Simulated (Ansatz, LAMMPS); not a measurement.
# Elastic response of amorphous 37HfO2-63TiO2 (mol %) (90 atoms), part 2 of 5

How stiff is amorphous 37HfO2-63TiO2 (mol %) (90 atoms), and how do its levels respond to strain?

Ansatz 0.2.0; Kohn-Sham DFT, PBEsol, PAW (set soft_2), plane waves.

The cell: 11 Hf, 19 Ti and 60 O. The quench rate of 200 K/ps far exceeds what a furnace or splat quench reaches. The network of bonds at the start is that of the classical potential that made the cell. The Brillouin zone is sampled at Γ only. Spin–orbit coupling is left out.

So far. Step 2 (Single point at the start): The r.m.s. force at the start is 0.62 eV/Å.

## Step 3: Cell and atoms relaxed

Cell and atoms are freed together, to release stress as well as forces.

input.yaml

```yaml
crystal:
  lattice:
    - [10.55605, 0.0, 0.0]
    - [0.0, 10.55605, 0.0]
    - [0.0, 0.0, 10.55605]
  atoms:
    [... the 90 atom lines of step 2 ...]
kpoints:
  mp_grid: { grid: [1, 1, 1] }
hamiltonian:
  xc: pbesol
scf:
  occupations: { method: fermi_dirac, width: 0.05 }
output:
  forces: true
relax:
  f_tol: 0.05
  max_steps: 150
  cell: {}
```

On the command line:

```bash
> ansatz run input.yaml --threads 4 --pin off --max-ram 8192MiB --backend cpu --events-out ev --progress --plain --runs-dir out
```

Numbers of over 12 decimals in the logs are rounded to 6 here.

The program printed:

```text
[...]
Crystal: 90 atoms, lattice volume = 1176.263 Å³
Basis set: ecut = 420 eV, 22983 PW (Γ), exchange–correlation on 144×144×144 points (8 copies of the dense FFT grid, shifted against one another)
Bands: 527, of which v1, the nominal top of the filled ones, is band 437 counted from 1 (436 counted from 0)
Symmetry: 1 space group operations
[...]
k-points: 1
[...]
SCF iter   1: F=—  HF=-252355.730799 eV  |F-HF|=—  |Δ(HF+E_count)|=         —  Δρ=1.64e-2  dr2=2.84e0  ethr=1.77e-3  ⟨swp⟩=4.0  Hψ=1820  notcnv=0  defer=22
[...]
SCF iter  12: F=—  HF=-252355.123776 eV  |F-HF|=—  |Δ(HF+E_count)|=   9.55e-8  Δρ=3.30e-6  dr2=1.79e-7  ethr=1.54e-10  ⟨swp⟩=2.0  Hψ=736  notcnv=0  defer=70
SCF iter  13: F=-252355.123776 eV  HF=-252355.123776 eV  |F-HF|=3.54e-8  |Δ(HF+E_count)|=   9.77e-8  Δρ=2.54e-6  dr2=8.82e-8  ethr=1.14e-11  ⟨swp⟩=4.0  Hψ=1540  notcnv=0
SCF 1 converged in 13 iterations: F = -252355.123776 eV  dr2 = 8.82e-8
[...]
relax step   1: F+E_penalty+E_count = -252355.12377603 eV  Δ(F+E_penalty+E_count) = +0.000e0 eV  max|allowed force component| = 2.562e0 eV/Å  Δτ_max = 0.0000 Å  P = -9.079 GPa  Ω = 1176.263 Å³  (13 SCF iters, dr2 threshold 1.00e-7 eV, accepted)
[... from here on, the SCF cycles and remarks between the steps are left out ...]
relax step   2: F+E_penalty+E_count = -252359.36344472 eV  Δ(F+E_penalty+E_count) = -4.240e0 eV  max|allowed force component| = 1.057e0 eV/Å  Δτ_max = 0.1874 Å  P = +2.099 GPa  Ω = 1087.816 Å³  energy of the carried Pulay correction = +3.876e-1 eV  (11 SCF iters, dr2 threshold 9.00e-6 eV, accepted)
relax step   3: F+E_penalty+E_count = -252360.13411110 eV  Δ(F+E_penalty+E_count) = -7.707e-1 eV  max|allowed force component| = 6.705e-1 eV/Å  Δτ_max = 0.0801 Å  P = +0.578 GPa  Ω = 1097.356 Å³  energy of the carried Pulay correction = +3.443e-1 eV  (8 SCF iters, dr2 threshold 9.00e-6 eV, accepted)
relax step   4: F+E_penalty+E_count = -252360.71883604 eV  Δ(F+E_penalty+E_count) = -5.847e-1 eV  max|allowed force component| = 4.776e-1 eV/Å  Δτ_max = 0.2000 Å  P = -0.281 GPa  Ω = 1095.828 Å³  energy of the carried Pulay correction = +3.512e-1 eV  (9 SCF iters, dr2 threshold 9.00e-6 eV, accepted)
relax step   5: F+E_penalty+E_count = -252360.95342296 eV  Δ(F+E_penalty+E_count) = -2.346e-1 eV  max|allowed force component| = 3.262e-1 eV/Å  Δτ_max = 0.2000 Å  P = +0.019 GPa  Ω = 1088.774 Å³  energy of the carried Pulay correction = +3.832e-1 eV  (9 SCF iters, dr2 threshold 9.00e-6 eV, accepted)
relax step   6: F+E_penalty+E_count = -252360.99627357 eV  Δ(F+E_penalty+E_count) = -4.285e-2 eV  max|allowed force component| = 5.743e-1 eV/Å  Δτ_max = 0.2000 Å  P = -0.143 GPa  Ω = 1084.686 Å³  energy of the carried Pulay correction = +4.019e-1 eV  (9 SCF iters, dr2 threshold 6.65e-6 eV, accepted)
relax step   7: F+E_penalty+E_count = -252361.07255443 eV  Δ(F+E_penalty+E_count) = -7.628e-2 eV  max|allowed force component| = 3.686e-1 eV/Å  Δτ_max = 0.2000 Å  P = +0.036 GPa  Ω = 1084.141 Å³  energy of the carried Pulay correction = +4.044e-1 eV  (9 SCF iters, dr2 threshold 9.00e-6 eV, accepted)
relax step   8: F+E_penalty+E_count = -252361.13984632 eV  Δ(F+E_penalty+E_count) = -6.729e-2 eV  max|allowed force component| = 2.059e-1 eV/Å  Δτ_max = 0.0641 Å  P = +0.051 GPa  Ω = 1081.946 Å³  energy of the carried Pulay correction = +4.144e-1 eV  (8 SCF iters, dr2 threshold 8.49e-6 eV, accepted)
relax step   9: F+E_penalty+E_count = -252361.16439101 eV  Δ(F+E_penalty+E_count) = -2.454e-2 eV  max|allowed force component| = 3.826e-1 eV/Å  Δτ_max = 0.2000 Å  P = +0.247 GPa  Ω = 1077.879 Å³  energy of the carried Pulay correction = +4.330e-1 eV  (10 SCF iters, dr2 threshold 2.65e-6 eV, accepted)
relax step  10: F+E_penalty+E_count = -252361.21616068 eV  Δ(F+E_penalty+E_count) = -5.177e-2 eV  max|allowed force component| = 1.399e-1 eV/Å  Δτ_max = 0.0553 Å  P = -0.130 GPa  Ω = 1080.819 Å³  energy of the carried Pulay correction = +4.196e-1 eV  (8 SCF iters, dr2 threshold 9.00e-6 eV, accepted)
relax step  11: F+E_penalty+E_count = -252361.23755331 eV  Δ(F+E_penalty+E_count) = -2.139e-2 eV  max|allowed force component| = 2.901e-1 eV/Å  Δτ_max = 0.2000 Å  P = +0.038 GPa  Ω = 1079.586 Å³  energy of the carried Pulay correction = +4.252e-1 eV  (10 SCF iters, dr2 threshold 1.22e-6 eV, accepted)
relax step  12: F+E_penalty+E_count = -252361.25687875 eV  Δ(F+E_penalty+E_count) = -1.933e-2 eV  max|allowed force component| = 1.448e-1 eV/Å  Δτ_max = 0.0583 Å  P = +0.092 GPa  Ω = 1079.852 Å³  energy of the carried Pulay correction = +4.240e-1 eV  (8 SCF iters, dr2 threshold 5.26e-6 eV, accepted)
relax step  13: F+E_penalty+E_count = -252361.28199488 eV  Δ(F+E_penalty+E_count) = -2.512e-2 eV  max|allowed force component| = 3.606e-1 eV/Å  Δτ_max = 0.2000 Å  P = -0.163 GPa  Ω = 1081.505 Å³  energy of the carried Pulay correction = +4.164e-1 eV  (10 SCF iters, dr2 threshold 1.31e-6 eV, accepted)
[...]
relax step  48: F+E_penalty+E_count = -252362.03626055 eV  Δ(F+E_penalty+E_count) = -4.382e-2 eV  max|allowed force component| = 2.636e-1 eV/Å  Δτ_max = 0.0812 Å  P = +0.016 GPa  Ω = 1079.735 Å³  energy of the carried Pulay correction = +4.245e-1 eV  (14 SCF iters, accepted)
[...]
relax step  51: F+E_penalty+E_count = -252362.32565243 eV  Δ(F+E_penalty+E_count) = -1.434e-1 eV  max|allowed force component| = 6.766e-1 eV/Å  Δτ_max = 0.1849 Å  P = -0.265 GPa  Ω = 1083.290 Å³  energy of the carried Pulay correction = +4.082e-1 eV  (9 SCF iters, dr2 threshold 8.23e-6 eV, accepted)
relax step  52: F+E_penalty+E_count = -252362.44171970 eV  Δ(F+E_penalty+E_count) = -1.161e-1 eV  max|allowed force component| = 7.720e-1 eV/Å  Δτ_max = 0.1958 Å  P = -0.409 GPa  Ω = 1083.221 Å³  energy of the carried Pulay correction = +4.086e-1 eV  (9 SCF iters, dr2 threshold 9.00e-6 eV, accepted)
relax step  53: F+E_penalty+E_count = -252362.78568052 eV  Δ(F+E_penalty+E_count) = -3.440e-1 eV  max|allowed force component| = 6.405e-1 eV/Å  Δτ_max = 0.2000 Å  P = +0.078 GPa  Ω = 1076.830 Å³  energy of the carried Pulay correction = +4.379e-1 eV  (9 SCF iters, dr2 threshold 9.00e-6 eV, accepted)
relax step  54: F+E_penalty+E_count = -252362.82545854 eV  Δ(F+E_penalty+E_count) = -3.978e-2 eV  max|allowed force component| = 5.236e-1 eV/Å  Δτ_max = 0.2000 Å  P = +0.218 GPa  Ω = 1067.950 Å³  energy of the carried Pulay correction = +4.789e-1 eV  (9 SCF iters, dr2 threshold 9.00e-6 eV, rejected (line search))
relax step  55: F+E_penalty+E_count = -252362.91948045 eV  Δ(F+E_penalty+E_count) = -1.338e-1 eV  max|allowed force component| = 1.116e-1 eV/Å  Δτ_max = 0.1000 Å  P = +0.065 GPa  Ω = 1072.743 Å³  energy of the carried Pulay correction = +4.567e-1 eV  (15 SCF iters, accepted)
relax step  56: F+E_penalty+E_count = -252362.91983375 eV  Δ(F+E_penalty+E_count) = -3.533e-4 eV  max|allowed force component| = 1.422e-1 eV/Å  Δτ_max = 0.1000 Å  P = +0.133 GPa  Ω = 1070.285 Å³  energy of the carried Pulay correction = +4.681e-1 eV  (9 SCF iters, dr2 threshold 7.78e-7 eV, rejected (line search))
relax step  57: F+E_penalty+E_count = -252362.92763212 eV  Δ(F+E_penalty+E_count) = -8.152e-3 eV  max|allowed force component| = 1.932e-1 eV/Å  Δτ_max = 0.0488 Å  P = -0.204 GPa  Ω = 1072.843 Å³  energy of the carried Pulay correction = +4.562e-1 eV  (15 SCF iters, accepted)
relax step  58: F+E_penalty+E_count = -252362.93798926 eV  Δ(F+E_penalty+E_count) = -1.036e-2 eV  max|allowed force component| = 1.705e-1 eV/Å  Δτ_max = 0.0415 Å  P = -0.050 GPa  Ω = 1071.949 Å³  energy of the carried Pulay correction = +4.604e-1 eV  (8 SCF iters, dr2 threshold 2.33e-6 eV, accepted)
relax step  59: F+E_penalty+E_count = -252362.94729861 eV  Δ(F+E_penalty+E_count) = -9.309e-3 eV  max|allowed force component| = 4.831e-2 eV/Å  Δτ_max = 0.0244 Å  P = +0.030 GPa  Ω = 1070.695 Å³  energy of the carried Pulay correction = +4.662e-1 eV  (8 SCF iters, dr2 threshold 1.82e-6 eV, accepted)
relax step  60: F+E_penalty+E_count = -252362.72576080 eV  Δ(F+E_penalty+E_count) = +2.215e-1 eV  max|allowed force component| = 4.829e-2 eV/Å  Δτ_max = 0.0000 Å  P = -0.391 GPa  Ω = 1070.695 Å³  stress off target by 5.81e-1 GPa  SCF on the basis re-selected at this cell (its energy is not comparable with the rows above)  (10 SCF iters)
relax step  61: F+E_penalty+E_count = -252362.74571177 eV  Δ(F+E_penalty+E_count) = -1.995e-2 eV  max|allowed force component| = 4.666e-2 eV/Å  Δτ_max = 0.0190 Å  P = -0.017 GPa  Ω = 1067.371 Å³  energy of the carried Pulay correction = +1.485e-2 eV  (8 SCF iters, dr2 threshold 8.43e-7 eV, accepted)
relax step  62: F+E_penalty+E_count = -252362.74570573 eV  Δ(F+E_penalty+E_count) = +6.036e-6 eV  max|allowed force component| = 5.274e-2 eV/Å  Δτ_max = 0.0222 Å  P = -0.026 GPa  Ω = 1067.454 Å³  energy of the carried Pulay correction = +1.450e-2 eV  (11 SCF iters, dr2 threshold 2.08e-8 eV, accepted)
relax step  63: F+E_penalty+E_count = -252362.74918906 eV  Δ(F+E_penalty+E_count) = -3.483e-3 eV  max|allowed force component| = 2.515e-2 eV/Å  Δτ_max = 0.0284 Å  P = -0.000 GPa  Ω = 1067.025 Å³  energy of the carried Pulay correction = +1.644e-2 eV  (9 SCF iters, dr2 threshold 1.74e-7 eV, accepted)
relax step  64: F+E_penalty+E_count = -252362.73088829 eV  Δ(F+E_penalty+E_count) = +1.830e-2 eV  max|allowed force component| = 2.508e-2 eV/Å  Δτ_max = 0.0000 Å  P = -0.020 GPa  Ω = 1067.025 Å³  stress off target by 3.21e-2 GPa  SCF on the basis re-selected at this cell (its energy is not comparable with the rows above)  (6 SCF iters)
[...]
SCF converged after 6 iterations
Free energy (F): -252362.730888 eV
[...]
Internal energy: -252362.730888 eV  (E = F + TS)
E sigma→0 (E₀):  -252362.730888 eV
Fermi energy:    10.665496 eV
[...]
Σ components = -252362.730888   (vs F -252362.730888, Δ=0.00e0)
--- Forces (eV/Å), atoms counted from 1 ---
  atom   1  Hf     0.01012699    -0.01288376    -0.00284454
  atom   2  Hf    -0.01513691     0.00590641    -0.01595801
  atom   3  Hf    -0.00673705    -0.00353634     0.00829675
  atom   4  Hf    -0.00096444     0.00114798    -0.00281941
[...]
atom  90  O     -0.00426771    -0.00409659    -0.00402963
  max |Σ_I F_I| component: 6.09e-6 eV/Å
--- Stress (GPa, compression-positive) ---
       -0.029949       0.003557       0.001760
        0.003557      -0.025180      -0.002552
        0.001760      -0.002552      -0.004614
  P = ⅓ Tr σ = -0.0199 GPa (-0.199 kbar)
--- Relaxed structure (62 steps of the walk, 52 accepted, 2 SCFs on fresh bases) ---
  F+E_penalty+E_count = -252362.73088829 eV   max|allowed force component| = 2.508e-2 eV/Å   (the final SCF, on the basis selected at the relaxed cell)
  cell:  # Å, volume = 1067.0253 Å³
    - [10.309857, -0.198104, 0.068759]
    - [-0.198104, 9.751950, -0.068674]
    - [0.068759, -0.068674, 10.617884]
  atoms:
    - { symbol: Hf, position: [0.847320, 0.277787, 0.452313] }
    - { symbol: Hf, position: [0.088046, 0.183795, 0.646479] }
    - { symbol: Hf, position: [0.272208, 0.361919, 0.149053] }
    - { symbol: Hf, position: [0.826118, 0.965232, 0.650322] }
[...]
- { symbol: O, position: [0.073112, 0.826260, 0.899651] }
```

Wall time 10 min (4 threads of Intel Xeon 6975P-C (Granite Rapids), shared host); peak memory 2 GiB.

The relaxation converged after 62 steps, with a largest force component of 0.025 eV/Å.

(Part 2 of 5 ends here.)

[Logs are printed without paths, hosts, clocks, repeated set-up lines and the standing remarks that a program may print on its own settings, such as how far it seeks lower states.]

[Hosts, paths, dates, database ids (printed as entryN), source tags and the programs' standing remarks are cut or masked in the printed files.]
